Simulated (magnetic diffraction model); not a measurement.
# Moment size from magnetic intensity in Ce4Ti2P15Rh

Space group Cm (no. 8), a = 13.8490 Å, b = 16.9780 Å, c = 3.9130 Å, β = 105.49°.

| site | atom | x | y | z |
| --- | --- | --- | --- | --- |
| 4b | Ce | 0.1381 | 0.8720 | 0.0763 |
| 4b | Ce | 0.4967 | 0.8228 | 0.9050 |
| 2a | Rh | 0.7239 | 0 | 0.6417 |
| 4b | Ti | 0.8611 | 0.1321 | 0.7936 |
| 2a | P | 0.0080 | 0 | 0.9703 |
| 4b | P | 0.4983 | 0.7017 | 0.4180 |
| 4b | P | 0.2839 | 0.7963 | 0.7120 |
| 4b | P | 0.7195 | 0.2042 | 0.1351 |
| 2a | P | 0.4029 | 0 | 0.8141 |
| 2a | P | 0.5994 | 0 | 0.0189 |
| 4b | P | 0.6348 | 0.1192 | 0.5554 |
| 4b | P | 0.3609 | 0.8914 | 0.2753 |
| 2a | P | 0.1635 | 0 | 0.5883 |
| 2a | P | 0.8357 | 0 | 0.2581 |

The compound is invented for this exercise: a known structure type with other elements, its cell scaled to their sizes and not relaxed.

Only Ce is taken to order (form factors of Ce3+); orders and moment sizes are assumed, and not adapted to the symmetry. Radiation: neutrons of λ = 2.52 Å, 5° to 35°; isotropic B of 0.34 Å² (Ce), 0.49 Å² (Rh), 0.62 Å² (Ti) and 0.61 Å² (P). The intensities are simulated: I ∝ L Σ (|F_N|² + |F_M⊥|²) for unpolarised neutrons, with F_M = 2.695 fm/μB × Σ f(s) S exp(2πi Q·r) exp(−B s²) at Q = H ± k (one set where k and −k are equivalent), only the part normal to Q counting and L = 1/(sin²θ cos θ). For collinear order S is the moment m, which repeats by lattice and centring translations R with the sign exp(−2πi k·R). Form factors are spin-only for 3d ions and dipole or tabulated for f ions, scattering lengths are Sears's of 1992, and absorption is left out. A label names one of the reflections at its angle. The strongest nuclear line in the range is 100, and lines under 0.2 are left out.

In a first state the assumed order is k = (0 0 3/2), collinear moments along [101], 1.3 μB on Ce; signs + at (0.1381, 0.8720, 0.0763), + at (0.1381, 0.1280, 0.0763), + at (0.4967, 0.8228, 0.9050), + at (0.4967, 0.1772, 0.9050), with this pattern:

```tsv
2θ (°)	index	nuclear	magnetic
13.79	(1 1 0)	100.0	0.0
17.07	(0 2 0)	2.8	0.0
19.23	(0 0 1/2)	0.0	2.8
21.22	(1 1 -1/2)	0.0	20.7
21.77	(2 0 0)	60.5	0.0
24.96	(2 0 -1/2)	0.0	4.9
25.83	(0 2 1/2)	0.0	3.8
26.04	(1 1 1/2)	0.0	5.4
27.79	(2 2 0)	0.4	0.0
27.99	(1 3 0)	75.1	0.0
30.40	(2 2 -1/2)	0.0	2.2
32.43	(1 3 -1/2)	0.0	20.9
32.95	(2 0 1/2)	0.0	3.7
34.05	(3 1 0)	50.6	0.0
34.54	(0 4 0)	25.0	0.0
34.59	(3 1 -1/2)	0.0	0.8
```

**Question.** Nearer the ordering temperature the line at 32.43° has total intensity 1.9 on the same scale, and all moments have shrunk alike. How large is the Ce moment?

The nuclear part, 0.0, stays, so the magnetic part is 1.9 against 20.9. It goes as m², so m = 1.3 × √(1.9/20.9) = 0.39 μB; the value used was 0.39 μB.

[Logs are printed without paths, hosts, clocks, repeated set-up lines and the standing remarks that a program may print on its own settings, such as how far it seeks lower states.]
